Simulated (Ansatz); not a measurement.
## k-point convergence of GW for TiO2 (I4/m)

Aim: the G0W0 gap of TiO2 (I4/m) on a series of meshes, at fixed bands and cutoff.

Program: Ansatz 0.2.0. Level of theory: G0W0 on LDA, plane waves, PAW; PAW set soft_1. Results are calculated unless marked as measured.

## 1. Starting point

It takes space group I4/m (No. 87, tetragonal). Conventional cell: a = 8.702 Å, b = 8.702 Å, c = 3.775 Å, α = 90.00°, β = 90.00°, γ = 90.00°. Nearest to Ti lie 6 O at 1.80 to 2.26 Å. O has 4 Ti at 1.95 to 2.26 Å nearest. Nearest to O lie 2 Ti at 1.80 to 1.81 Å. Farther neighbours and most contacts between anions are not listed.

The cell and positions are those that the Materials Project relaxed with its own functionals (PBE, PBE+U or r2SCAN), kept fixed. This is not the form that TiO2 usually takes at ambient conditions.

## 2. The 2×2×2 mesh

Now the one-shot GW correction: screening in the RPA, then the self-energy of the levels asked for. This step takes PAW set soft_1 files.

Input file input.yaml:

```yaml
crystal:
  lattice:
    - [-4.3507577183, 4.3507577183, 1.8875555959]
    - [4.3507577183, -4.3507577183, 1.8875555959]
    - [4.3507577183, 4.3507577183, -1.8875555959]
  atoms:
    - { symbol: Ti, position: [0.2922817, 0.00285525, 0.29513695] }
    - { symbol: Ti, position: [0.00285525, 0.7077183, 0.71057354] }
    - { symbol: Ti, position: [0.99714475, 0.2922817, 0.28942646] }
    - { symbol: Ti, position: [0.7077183, 0.99714475, 0.70486305] }
    - { symbol: O, position: [0.49886382, 0.15078472, 0.64964854] }
    - { symbol: O, position: [0.16166201, 0.8403974, 0.00205942] }
    - { symbol: O, position: [0.15078471, 0.50113618, 0.65192089] }
    - { symbol: O, position: [0.15960259, 0.16166201, 0.32126461] }
    - { symbol: O, position: [0.8403974, 0.83833799, 0.67873539] }
    - { symbol: O, position: [0.84921528, 0.49886382, 0.34807911] }
    - { symbol: O, position: [0.83833799, 0.15960259, 0.99794058] }
    - { symbol: O, position: [0.50113618, 0.84921529, 0.35035146] }
kpoints:
  mp_grid: { grid: [2, 2, 2] }
hamiltonian:
  xc: lda
  pseudopotentials: { kind: paw, azcp: { folder: soft_1 }, xc_functional: pbe }
scf:
  occupations: { method: fixed }
gw:
  n_empty_bands: 324
  ecut_chi: 100
  qp_bands: [v4, c4]
  qp_kpoints: band_edges
  screening: { model: contour_deformation }
```

On the command line:

```bash
$ ansatz run input.yaml --threads 2 --pin off --max-ram 92160MiB --backend cuda --events-out ev --progress --plain --runs-dir out --devices 1 --max-vram 13GiB
```

Numbers of over 12 decimals in the logs are rounded to 6 here.

The program printed:

```text
GPUs: using 1 of 1 available (devices: 1).
Engine: ansatz 0.2.0, x86_64-unknown-linux-gnu
Pseudopotentials: kind: paw
Pseudopotential: Ti, paw, valence charge 12, recommended cutoff 420 eV (normal), soft_1/Ti.paw.azcp
Pseudopotential: O, paw, valence charge 6, recommended cutoff 420 eV (normal), soft_1/O.paw.azcp
Functional definition: SPW92
  exchange = slater_x
  correlation = pw_c
device memory: the entry about to start is reckoned to put 2.8 GiB on a device that reports 39.2 GiB free (of which the cap on the GPU budget leaves the run 13.0 GiB)
GPU FFT provider: cuFFT
GPU libraries: cuBLAS 13.8.2, cuFFT 12.4.0, cuSOLVER 12.3.4
Crystal: 12 atoms, lattice volume = 142.919 Å³
Basis set: ecut = 420 eV, 2795 PW (Γ)
Bands: 60, of which v1, the nominal top of the filled ones, is band 48 counted from 1 (47 counted from 0)
Symmetry: 8 space group operations
Space group: I4/m (ITA 87), of the structure as read, at distance tolerance 5.2e-5 Å
k-points: 4 of 8
Non-local potential: Ti, projectors of the file, l = 0: 3, l = 1: 2, l = 2: 3, l = 3: 1
Non-local potential: O, projectors of the file, l = 0: 2, l = 1: 2, l = 2: 1
PAW form: soft (Blöchl's): semilocal exchange-correlation on the pseudo side does not see the compensation charge
PAW frozen core: Ti, regenerated for the run's functional, and the local potential with it (the file was generated under x = pbe(κ = 0.804, μ = 0.219515), c = pbe(β = 0.066725))
PAW frozen core: O, regenerated for the run's functional, and the local potential with it (the file was generated under x = pbe(κ = 0.804, μ = 0.219515), c = pbe(β = 0.066725))
PAW one-centre angular grid: Ti, 590 points (default); XC on 64 Gauss nodes
PAW one-centre angular grid: O, 110 points (default); XC on 64 Gauss nodes
Initial density: superposition of atomic densities (chi_scale 0.1, normalization cell, long waves kept (reshape's long-wave potential 0.09 eV rms))
Initial wavefunctions: pseudopotential atomic-orbital guess
GPU buffer pool allocated for 91125 grid points (all kernels)
GPU transforms: local potential and band sums: pruned to the plane-wave sphere, on 45×45×45
Functional: x = slater, c = lda
SCF iter   1: F=—  HF=-14261.586253 eV  |F-HF|=—  |Δ(HF+E_count)|=         —  Δρ=4.91e-2  dr2=4.20e0  ethr=3.10e-3  ⟨swp⟩=3.2  Hψ=718  notcnv=0  defer=33
preconditioner: auto → Resta (q_TF=auto, 2.553 Å⁻¹)  ε∞=7.5  [insulator: Δε(μ)=1.144 eV  Ē_g=9.719 eV  n_scr=44 (ndim 8)  ℏωp=24.8 eV  f_vac=0.049  ε∞_Penn≈7.5]
SCF iter   2: F=—  HF=-14260.999516 eV  |F-HF|=—  |Δ(HF+E_count)|=   5.87e-1  Δρ=2.93e-2  dr2=1.47e0  ethr=3.10e-3  ⟨swp⟩=2.8  Hψ=393  notcnv=0  defer=32
SCF iter   3: F=—  HF=-14260.766578 eV  |F-HF|=—  |Δ(HF+E_count)|=   2.33e-1  Δρ=2.51e-2  dr2=1.09e0  ethr=1.53e-3  ⟨swp⟩=2.0  Hψ=355  notcnv=0  defer=26
SCF iter   4: F=—  HF=-14260.599902 eV  |F-HF|=—  |Δ(HF+E_count)|=   1.67e-1  Δρ=5.99e-3  dr2=8.36e-2  ethr=1.13e-3  ⟨swp⟩=2.2  Hψ=340  notcnv=0  defer=35
SCF iter   5: F=—  HF=-14260.594764 eV  |F-HF|=—  |Δ(HF+E_count)|=   5.14e-3  Δρ=5.55e-3  dr2=5.15e-2  ethr=8.71e-5  ⟨swp⟩=2.0  Hψ=354  notcnv=0  defer=35
SCF iter   6: F=—  HF=-14260.590186 eV  |F-HF|=—  |Δ(HF+E_count)|=   4.58e-3  Δρ=1.57e-3  dr2=6.07e-3  ethr=5.36e-5  ⟨swp⟩=2.0  Hψ=334  notcnv=0  defer=39
SCF iter   7: F=—  HF=-14260.592084 eV  |F-HF|=—  |Δ(HF+E_count)|=   1.90e-3  Δρ=4.65e-4  dr2=4.43e-4  ethr=6.32e-6  ⟨swp⟩=2.0  Hψ=314  notcnv=0  defer=38
SCF iter   8: F=—  HF=-14260.592438 eV  |F-HF|=—  |Δ(HF+E_count)|=   3.54e-4  Δρ=2.28e-4  dr2=9.49e-5  ethr=4.61e-7  ⟨swp⟩=2.0  Hψ=330  notcnv=0  defer=20
SCF iter   9: F=—  HF=-14260.592450 eV  |F-HF|=—  |Δ(HF+E_count)|=   1.16e-5  Δρ=3.73e-5  dr2=2.02e-6  ethr=9.89e-8  ⟨swp⟩=2.0  Hψ=345  notcnv=0  defer=19
SCF iter  10: F=—  HF=-14260.592450 eV  |F-HF|=—  |Δ(HF+E_count)|=   3.86e-7  Δρ=1.07e-5  dr2=1.60e-7  ethr=2.11e-9  ⟨swp⟩=2.0  Hψ=394  notcnv=0  defer=19
[...]
NSCF: frozen V_eff on 4 k-points
[...]
device memory: the entry about to start is reckoned to put 3.0 GiB on a device that reports 39.2 GiB free (of which the cap on the GPU budget leaves the run 13.0 GiB)
NSCF: frozen V_eff on 4 k-points
G₀W₀ screening: q 1/4
[... further progress lines ...]
device memory: the entry about to start is reckoned to put 1.2 GiB on a device that reports 36.3 GiB free (of which the cap on the GPU budget leaves the run 13.0 GiB)
NSCF: frozen V_eff on 1 k-points
device memory: the entry about to start is reckoned to put 1.2 GiB on a device that reports 36.3 GiB free (of which the cap on the GPU budget leaves the run 13.0 GiB)
NSCF: frozen V_eff on 1 k-points
SCF converged after 11 iterations
Free energy (F): -14260.592450 eV
Harris-Foulkes:  -14260.592450 eV  (|F-HF|=2.03e-9)
Internal energy: -14260.592450 eV  (E = F + TS)
E sigma→0 (E₀):  -14260.592450 eV
Fermi energy:    6.380710 eV
--- Per-component energies (eV) ---
  E_band       = -994.522336
  E_kinetic    = 2449.963215
  E_local      = -8205.301266  (includes V_loc(G=0)·N_el)
  E_nonlocal   = 681.238037
  E_hartree    = 3211.320602
  E_xc         = -1022.873669
  E_vxc        = -1303.186618  (∫ρ·V_xc dr)
  E_paw        = -5179.722136  (= ΣΔE_a)
  E_vpaw       = -1039.880063  (= ΣTr[D̂ρ^β])
  E_aug_tail   = 0.006011  (compensation charges beyond the density's cutoff)
  E_ewald      = -6197.302418
  E_core_change = 2.079174  (= ΣΔE_core)
  E_smearing   = -0.000000  (= −TS)
  E_closure    = 0.000000  (closes the sum)
  Σ components = -14260.592450   (vs F -14260.592450, Δ=0.00e0)
--- Band table (eV) ---
  k-point 0: bands = [... 44 lower, 5.3869, 5.3869, 5.4046, 5.6720, 7.9150, 9.3553, 9.3553, 9.4340, ... 8 higher]
  k-point 1: bands = [... 44 lower, 5.1523, 5.3953, 5.3995, 5.7048, 8.5963, 8.8550, 9.0748, 9.6291, ... 8 higher]
  k-point 2: bands = [... 44 lower, 5.5518, 5.6177, 5.6415, 5.9998, 9.1700, 9.5361, 9.6008, 9.6731, ... 8 higher]
  k-point 3: bands = [... 44 lower, 5.0862, 5.1642, 5.1642, 6.3807, 9.1922, 9.1922, 9.2384, 9.4378, ... 8 higher]
--- G₀W₀: contour deformation, 7 samples at zero and on the imaginary axis and 1 off it, 8 q-points, 324 empty bands' worth ---
  eigenvalues of the whole cell's RPA ε∞ on this k-mesh (on a slab, of 1 + 4πα/V) = 5.2864, 6.1153, 6.1153; static W/v taken at q = 0 is 0.176241
  gw.qp_kpoints: band_edges: 4 of 4 stored k-points solved, in 1 pass; an edge of the gap read off the rows below is read off those points alone
  `?` marks the rows in doubt; gw_qp.tsv's column doubts and the gw_qp event give each row's grounds
    ik  band        ε_KS         Σx   Σc(E_QP)       V_xc       Z   E_QP_lin       E_QP  E_QP is
     0    45      5.3869   -25.8946     4.7165   -21.0583  0.7175     5.2667     5.2670  root
     0    46      5.3869   -25.8946     4.7165   -21.0583  0.7175     5.2667     5.2670  root
     0    47      5.4046   -26.0187     4.8555   -21.0027  0.7197     5.2436     5.2441  root
     0    48      5.6720   -25.2182     4.7184   -20.3514  0.7086     5.5231     5.5236  root
     0    49      7.9150   -12.4116    -6.4233   -20.4924  0.7383     9.6400     9.5726  root
     0    50      9.3553   -13.9586    -6.6737   -22.2994  0.7146    11.1080    11.0224  root
     0    51      9.3553   -13.9586    -6.6737   -22.2994  0.7146    11.1080    11.0224  root
     0    52      9.4340   -14.1359    -7.0054   -22.8842  0.7132    11.2701    11.1769  root
     1    45      5.1523   -26.5242     4.7001   -21.7382  0.7187     5.0663     5.0665  root
     1    46      5.3953   -25.2834     4.5335   -20.6399  0.7116     5.2850     5.2853  root
     1    47      5.3995   -25.9850     4.7114   -21.1620  0.7176     5.2877     5.2880  root
     1    48      5.7048   -25.1524     4.5675   -20.4711  0.7077     5.5907     5.5910  root
     1    49      8.5963   -13.1282    -6.2904   -21.0406  0.7287    10.2868    10.2183  root
     1    50      8.8550   -13.3103    -6.9809   -22.0176  0.7197    10.6700    10.5814  root
[...]
1    52      9.6291   -13.6001    -7.4381   -22.7855  0.7057    11.4806    11.3763  root ?
[...]
3    47      5.1642   -25.2626     4.8483   -20.2307  0.7124     4.9798     4.9806  root
     3    48      6.3807   -25.8915     4.5598   -21.2554  0.7143     6.3044     6.3045  root
     3    49      9.1922   -13.1843    -7.1595   -22.0673  0.7150    11.0093    10.9157  root
     3    50      9.1922   -13.1843    -7.1595   -22.0673  0.7150    11.0093    10.9157  root
     3    51      9.2384   -13.7043    -6.3055   -21.6434  0.7249    10.9449    10.8720  root
     3    52      9.4378   -13.5503    -7.6082   -22.9383  0.7049    11.3269    11.2176  root ?
```

Run time: 12 s. Hardware: 1 × NVIDIA H100 80GB HBM3 (shared by 6 runs) with 2 threads of AMD EPYC 7R13 (Zen 3), shared host; peak memory 1.2 GiB; 12 s of CPU time.

This step gave:

```yaml
bands_summed: 372
rpa_eps_infinity_on_this_mesh_eigenvalues: 5.286, 6.115, 6.115
plane_waves_in_the_screening_matrix: 331
q_points_in_the_mesh: 8
g0w0_gap_on_the_mesh: 3.268 eV
k_of_the_valence_top: -0.5, -0.5, -0.5
k_of_the_conduction_bottom: 0, 0, 0
starting_gap_on_the_mesh: 1.534 eV
z_at_the_valence_top: 0.7143
z_at_the_conduction_bottom: 0.7383
least_direct_g0w0_gap_on_the_computed_points: 4.049 eV
```

The gap on the mesh goes from 1.53 eV to 3.27 eV, a correction of +1.73 eV. Between the two edge states, bare exchange in place of the xc potential would open the gap by 12.72 eV, and correlation takes back 10.98 eV.

## 3. The 4×4×4 mesh

A second mesh at equal bands and cutoff isolates the sampling error.

Changes to input.yaml since step 2:

```diff
@@ -19,3 +19,3 @@
 kpoints:
-  mp_grid: { grid: [2, 2, 2] }
+  mp_grid: { grid: [4, 4, 4] }
 hamiltonian:
```

The program printed:

```text
GPUs: using 1 of 1 available (devices: 1).
[...]
GPU FFT provider: cuFFT
GPU libraries: cuBLAS 13.8.2, cuFFT 12.4.0, cuSOLVER 12.3.4
Crystal: 12 atoms, lattice volume = 142.919 Å³
Basis set: ecut = 420 eV, 2795 PW (Γ)
Bands: 60, of which v1, the nominal top of the filled ones, is band 48 counted from 1 (47 counted from 0)
[... 1 set-up line as in the run before ...]
[...]
k-points: 14 of 64
[...]
GPU buffer pool allocated for 91125 grid points (all kernels)
[...]
SCF iter   1: F=—  HF=-14261.271789 eV  |F-HF|=—  |Δ(HF+E_count)|=         —  Δρ=5.03e-2  dr2=4.39e0  ethr=3.10e-3  ⟨swp⟩=3.2  Hψ=2533  notcnv=0  defer=114
[...]
SCF iter  11: F=-14260.244539 eV  HF=-14260.244539 eV  |F-HF|=8.04e-10  |Δ(HF+E_count)|=   3.36e-8  Δρ=3.49e-6  dr2=1.62e-8  ethr=1.04e-10  ⟨swp⟩=9.7  Hψ=2664  notcnv=0
SCF 1 converged in 11 iterations: F = -14260.244539 eV  dr2 = 1.62e-8
[...]
0    45      5.4350   -25.7513     4.6590   -21.0295  0.7190     5.3722     5.3723  root
     0    46      5.4350   -25.7513     4.6590   -21.0295  0.7190     5.3722     5.3723  root
     0    47      5.4396   -25.6655     4.6102   -20.9715  0.7238     5.3557     5.3559  root
     0    48      5.6661   -25.1664     4.6840   -20.3567  0.7107     5.5401     5.5404  root
     0    49      7.8988   -12.6245    -6.2409   -20.5081  0.7435     9.5927     9.5415  root
     0    50      9.3432   -14.1253    -6.5477   -22.3172  0.7180    11.0563    10.9874  root
     0    51      9.3432   -14.1253    -6.5477   -22.3172  0.7180    11.0563    10.9874  root
     0    52      9.4066   -14.1387    -7.0200   -22.8960  0.7144    11.2245    11.1440  root
[...]
13    49      9.1695   -13.2723    -7.0895   -22.0760  0.7181    10.9611    10.8837  root
    13    50      9.1695   -13.2723    -7.0895   -22.0760  0.7181    10.9611    10.8837  root
    13    51      9.2207   -13.7300    -6.2989   -21.6540  0.7264    10.9080    10.8457  root
    13    52      9.4164   -13.6432    -7.5331   -22.9470  0.7087    11.2791    11.1872  root
[key lines of the parts left out:]
SCF converged after 11 iterations
Free energy (F): -14260.244539 eV
Fermi energy:    6.372895 eV
```

Run time: 33 s. Hardware: 1 × NVIDIA H100 80GB HBM3 (shared by 6 runs) with 2 threads; peak memory 1.6 GiB.

This step gave:

```
bands summed                                 : 372
RPA ε∞ on this mesh (eigenvalues)            : 6.166, 6.166, 6.270
plane waves in the screening matrix          : 331
q-points in the mesh                         : 64
G0W0 gap on the mesh                         : 3.220 eV
k of the valence top                         : -0.5, -0.5, -0.5
k of the conduction bottom                   : 0, 0, 0
starting gap on the mesh                     : 1.526 eV
Z at the valence top                         : 0.7170
Z at the conduction bottom                   : 0.7435
least direct G0W0 gap on the computed points : 4.001 eV
```

Against the run with 2×2×2 mesh, 324 empty bands, screening to 100 eV, PAW set soft_1 files, the gap moves by −0.05 eV.

## 4. The 6×6×6 mesh

Changes to input.yaml since step 3:

```diff
@@ -19,3 +19,3 @@
 kpoints:
-  mp_grid: { grid: [4, 4, 4] }
+  mp_grid: { grid: [6, 6, 6] }
 hamiltonian:
```

The program printed:

```text
GPUs: using 1 of 1 available (devices: 1).
[...]
GPU FFT provider: cuFFT
GPU libraries: cuBLAS 13.8.2, cuFFT 12.4.0, cuSOLVER 12.3.4
Crystal: 12 atoms, lattice volume = 142.919 Å³
Basis set: ecut = 420 eV, 2795 PW (Γ)
Bands: 60, of which v1, the nominal top of the filled ones, is band 48 counted from 1 (47 counted from 0)
[... 1 set-up line as in the run before ...]
[...]
k-points: 36 of 216
[...]
0    52      9.4082   -14.1377    -7.0161   -22.8953  0.7147    11.2300    11.1497  root
[...]
35    49      9.1711   -13.2818    -7.0776   -22.0755  0.7187    10.9634    10.8871  root
    35    50      9.1711   -13.2818    -7.0776   -22.0755  0.7187    10.9634    10.8871  root
    35    51      9.2219   -13.7293    -6.2945   -21.6533  0.7267    10.9132    10.8515  root
    35    52      9.4181   -13.6478    -7.5271   -22.9466  0.7090    11.2811    11.1898  root
[key lines of the parts left out:]
SCF converged after 11 iterations
Free energy (F): -14260.253392 eV
Fermi energy:    6.373385 eV
```

The job ended after 3.9 min (1 × NVIDIA H100 80GB HBM3 (shared by 6 runs) with 2 threads; peak memory 2.7 GiB; 6.8 min of CPU time).

Numbers from this step:

- bands summed: 372
- RPA ε∞ on this mesh (eigenvalues): 5.989, 6.171, 6.171
- plane waves in the screening matrix: 331
- G0W0 gap on the mesh: 3.223 eV
- k of the valence top: -0.5, -0.5, -0.5
- k of the conduction bottom: 0, 0, 0
- starting gap on the mesh: 1.527 eV
- least direct G0W0 gap on the computed points: 4.004 eV

Against the run with 4×4×4 mesh, 324 empty bands, screening to 100 eV, PAW set soft_1 files, the gap moves by +0.003 eV.

## 5. The meshes together

Times are wall times on 1 × NVIDIA H100 80GB HBM3 (shared by 6 runs) with 2 threads of AMD EPYC 7R13 (Zen 3), shared host, good to a factor of about two.

| mesh | points | irreducible | start (eV) | G0W0 (eV) | shift (eV) | RPA ε∞ (mean) | time |
| --- | --- | --- | --- | --- | --- | --- | --- |
| 2×2×2 | 8 | 4 | 1.534 | 3.268 | +1.734 | 5.84 | 12 s |
| 4×4×4 | 64 | 14 | 1.526 | 3.220 | +1.695 | 6.20 | 33 s |
| 6×6×6 | 216 | 36 | 1.527 | 3.223 | +1.697 | 6.11 | 3.9 min |

## 6. Results

- 2×2×2: 3.268 eV (shift +1.734)
- 4×4×4: 3.220 eV (shift +1.695)
- 6×6×6: 3.223 eV (shift +1.697)
- settings: LDA start, 324 empty bands, 100 eV

The shift is +1.73 eV on 2×2×2 and +1.70 eV on 6×6×6; the last step moves it by +0.002 eV. The RPA ε∞ (mean) ranges from 5.84 to 6.20 and ends at 6.11. From 8 to 216 points the time grows 20-fold. Bands and cutoff are modest here, so the values stand off the basis limit.

[Paths, hosts, dates, memory and timing lines, banners, echoed tables and standing remarks are left out of the program output.]

[Logs are printed without paths, hosts, clocks, repeated set-up lines and the standing remarks that a program may print on its own settings, such as how far it seeks lower states.]

[Runs of the session that timed out or met a known fault of the program may be left out.]

[Cells called generated may have been cut or substituted from an entry of the Crystallography Open Database or the Materials Project.]

[Hosts, paths, dates, database ids (printed as entryN), source tags and the programs' standing remarks are cut or masked in the printed files.]
